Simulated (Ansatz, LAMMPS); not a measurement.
# Relaxing amorphous HfO2 at 7.31 g/cm^3 (78 atoms), part 2 of 2

How does amorphous HfO2 at 7.31 g/cm^3 (78 atoms) relax, and what do bonds, charges and levels look like afterwards?

Ansatz 0.2.0; Kohn-Sham DFT, PBE, PAW (set soft_2), plane waves.

The cell: 26 Hf and 52 O. The quench rate of 50 K/ps is orders of magnitude faster than experiment. The starting topology of bonds comes from the classical model. Only the Γ point is sampled in the main run, in a cell whose shortest periodic width is 11 Å. The levels lack spin–orbit coupling.

So far. Step 4 (Relaxation): The relaxation changed the energy by -40.0 meV/atom, and atoms moved by 0.26 Å r.m.s., 1.0 Å at most. Step 7 (K-mesh 2×2×2): Forces differ from those of the single point at the relaxed geometry by 13 meV/Å r.m.s.; the energy by -1.6 meV/atom and the gap by -0.031 eV. It took 13 min and 11 cycles; the reference's time can't be set against it, since the two runs asked for unlike analyses.

## 8. Functional HSE06

HSE06 mixes in a quarter of exact exchange at short range, which counters self-interaction, at a higher cost.

This step: Kohn-Sham DFT, HSE06, PAW (set soft_2), plane waves (Ansatz 0.2.0).

Contents of input.yaml:

```yaml
crystal:
  lattice:
    - [10.7525, 0.0, 0.0]
    - [0.0, 10.7525, 0.0]
    - [0.0, 0.0, 10.7525]
  atoms:
    [... the 78 atom lines of step 6 ...]
kpoints:
  mp_grid: { grid: [1, 1, 1] }
hamiltonian:
  xc: hse06
scf:
  occupations: { method: fermi_dirac, width: 0.025 }
output:
  forces: true
  stress: true
  populations: true
  dos:
    method: { smearing: { sigma: 0.08 } }
    de: 0.05
    projected: { site_lists: { Hf: [Hf], O: [O] } }
  eigenvalues: true
```

Command:

```
$ ansatz run input.yaml --threads 4 --pin off --max-ram 8192MiB --backend cpu --events-out ev --progress --plain --runs-dir out
```

Wall time 22 min (4 threads of Arm Neoverse N1, shared host); peak memory 5.3 GiB; 86 min of CPU time.

The program notes that the exchange threshold is loose for the stress and the SCF threshold is loose for the stress.

Geometry and reference: those of the single point at the relaxed geometry.

Forces differ from those of the single point at the relaxed geometry by 111 meV/Å r.m.s.; the pressure by -3.8 GPa and the gap by +1.5 eV. It took 22 min and 25 cycles; the reference's time can't be set against it, since the two runs asked for unlike analyses.

Read from the output:

```yaml
free_energy: -438387.7649 eV
free_energy_per_atom: -5620.3560 eV/atom
scf_cycles: 25
pressure: -8.536 GPa
r_m_s_force_component: 0.1111 eV/Å
longest_force: 0.4286 eV/Å
fermi_energy: 10.14 eV
spacing_of_highest_filled_and_lowest_empty_level: 5.477 eV
spilling_of_the_projection: 0.003088
```

Length of the force by element and coordination:

```csv
element,coordination,atoms,mean length of the force (eV/Å),spread,least,most
Hf,all,26,0.166,0.0585,0.0348,0.321
Hf,4,1,0.220,0,0.220,0.220
Hf,5,9,0.208,0.0501,0.135,0.321
Hf,6,15,0.138,0.049,0.0348,0.197
Hf,7,1,0.155,0,0.155,0.155
O,all,52,0.177,0.0929,0.0249,0.429
O,2,13,0.260,0.106,0.0494,0.429
O,3,36,0.151,0.0705,0.0249,0.307
O,4,3,0.138,0.0408,0.0984,0.194
```

Löwdin charges by element and coordination (they lack the spilled electrons, 0.039 e an atom on average):

```csv
element,coordination,atoms,mean charge (e),spread,least,most
Hf,all,26,1.62,0.0289,1.57,1.66
Hf,4,1,1.63,0,1.63,1.63
Hf,5,9,1.64,0.026,1.59,1.66
Hf,6,15,1.61,0.0267,1.57,1.65
Hf,7,1,1.62,0,1.62,1.62
O,all,52,-0.751,0.0317,-0.815,-0.667
O,2,13,-0.718,0.0236,-0.756,-0.667
O,3,36,-0.759,0.024,-0.815,-0.709
O,4,3,-0.801,0.0055,-0.808,-0.795
```

States in the cell by windows of 1 eV, zero at the Fermi level; the larger projections on atomic orbitals stand beside the total:

```csv
from (eV),to (eV),total,O p,Hf d
-14,-8,0.0,0.0,0.0
-8,-7,27.3,19.5,5.5
-7,-6,70.1,51.5,15.2
-6,-5,64.1,50.9,10.3
-5,-4,71.9,62.6,6.5
-4,-3,68.6,63.5,3.4
-3,-2,10.1,9.5,0.4
-2,2,0.0,0.0,0.0
2,3,3.1,0.2,1.6
3,4,45.3,3.8,37.0
4,5,60.7,6.8,46.2
```

Between -26 and -14 eV lie 468 more states.

About 208 of the 988 electrons lie in deeper levels, below the stored range.

The levels nearest the highest filled one (over half full), pooled over k-points and spins:

```csv
level less the highest filled one (eV),occupation
-0.273,2
-0.199,2
-0.121,2
-0.0789,2
-0.04,2
0,2
5.48,0
5.77,0
5.85,0
5.91,0
5.96,0
6.01,0
```

## 9. Functional r2SCAN (500 eV)

The meta-GGA r2SCAN uses the kinetic energy density as well as the density and its gradient. Besides, the cutoff goes from 420 to 500 eV.

This step: Kohn-Sham DFT, r2SCAN, PAW (set soft_2), plane waves (Ansatz 0.2.0).

Edit input.yaml of step 8 so:

```diff
@@ -10,3 +10,3 @@
 hamiltonian:
-  xc: hse06
+  xc: r2scan
 scf:
```

Run time: 2.2 min. Hardware: 4 threads; peak memory 3.9 GiB.

Geometry and reference: those of the single point at the relaxed geometry.

Forces differ from those of the single point at the relaxed geometry by 80 meV/Å r.m.s.; the pressure by -3.9 GPa and the gap by +0.48 eV. It took 2.2 min and 12 cycles; the reference's time can't be set against it, since the two runs asked for unlike analyses.

## 10. Functional PBEsol

PBEsol restores the gradient expansion of exchange for slowly varying densities and usually gives shorter bonds in solids than PBE.

This step: Kohn-Sham DFT, PBEsol, PAW (set soft_2), plane waves (Ansatz 0.2.0).

Edit input.yaml of step 9 so:

```diff
@@ -10,3 +10,3 @@
 hamiltonian:
-  xc: r2scan
+  xc: pbesol
 scf:
```

The job ended after 66 s (4 threads; peak memory 2 GiB; 4.2 min of CPU time).

Geometry and reference: those of the single point at the relaxed geometry.

Forces differ from those of the single point at the relaxed geometry by 91 meV/Å r.m.s.; the pressure by -4.6 GPa and the gap by -0.077 eV.

## 11. All settings compared

Differences are against the single point at the relaxed geometry (Kohn-Sham DFT, PBE, PAW (set soft_2), plane waves), whose r.m.s. force component is 0.00548 eV/Å. Energies are set beside the reference only for runs with its functional, potentials and electron count. Times are for 4 threads of Arm Neoverse N1, shared host. The reference's time includes grids, which some other runs skip.

```csv
run,"Δ force, r.m.s. (meV/Å)",Δ energy (meV/atom),Δ pressure (GPa),Δ gap (eV),cycles,time,host memory (GiB)
reference,-,-,-,-,11,73 s,2.0
k-mesh 2×2×2,12.5,-1.55,-0.0037,-0.0311,11,13 min,5.8
functional HSE06,111,-,-3.77,1.52,25,22 min,5.3
functional r2SCAN (500 eV),79.7,-,-3.92,0.484,12,2.2 min,3.9
functional PBEsol,90.7,-,-4.57,-0.0769,12,66 s,2.0
```

## 12. Summary of results

| Quantity | Value |
| --- | --- |
| energy change in the relaxation | -40.05 meV/atom |
| r.m.s. displacement | 0.26 Å |
| largest displacement | 1.015 Å |
| free energy per atom | -5620.3463 eV/atom |
| pressure | -4.77 GPa |
| r.m.s. force component | 0.00548 eV/Å |
| gap (highest filled to lowest empty level) | 3.955 eV |
| wall time of the 7 DFT runs | 48 min |

What this shows: Relaxation lowers the energy by 40.0 meV/atom and moves atoms by 0.26 Å r.m.s.; the r.m.s. force component goes from 0.54 to 0.0055 eV/Å. By the final cutoffs 5 of 150 bonded pairs parted and 1 joined. First to last step the energy falls by 3.124 eV; the largest move, 1.02 Å, is that of O73. The O-Hf bonds go from 2.151 Å (spread 0.121) to 2.127 Å (spread 0.137), and their number from 150 to 146. Counting bonds as in the table, 58 % of Hf atoms have 6 and 69 % of O atoms have 3 bonded neighbours. Filled and empty levels are parted by 3.95 eV (at Γ alone); a semilocal functional tends to put such gaps too low. In a disordered cell it changes from sample to sample, and tail or defect levels can set it.

Among the changes of functional, dispersion, potentials or spin, functional HSE06 moves the forces most, by 111 meV/Å r.m.s. The gap changes by +1.52 eV with HSE06.

What to keep in mind: The network of bonds at the start is that of the classical potential that made the cell; in DFT 5 of its 150 bonded pairs passed out of the cutoffs and 1 came within them. The stress is far from hydrostatic: its diagonal is -6.7, -4.5, -3.1 GPa, compression counted positive. The pressure of -4.8 GPa means that a free cell would contract at this level.

[Logs are printed without paths, hosts, clocks, repeated set-up lines and the standing remarks that a program may print on its own settings, such as how far it seeks lower states.]

[Hosts, paths, dates, database ids (printed as entryN), source tags and the programs' standing remarks are cut or masked in the printed files.]
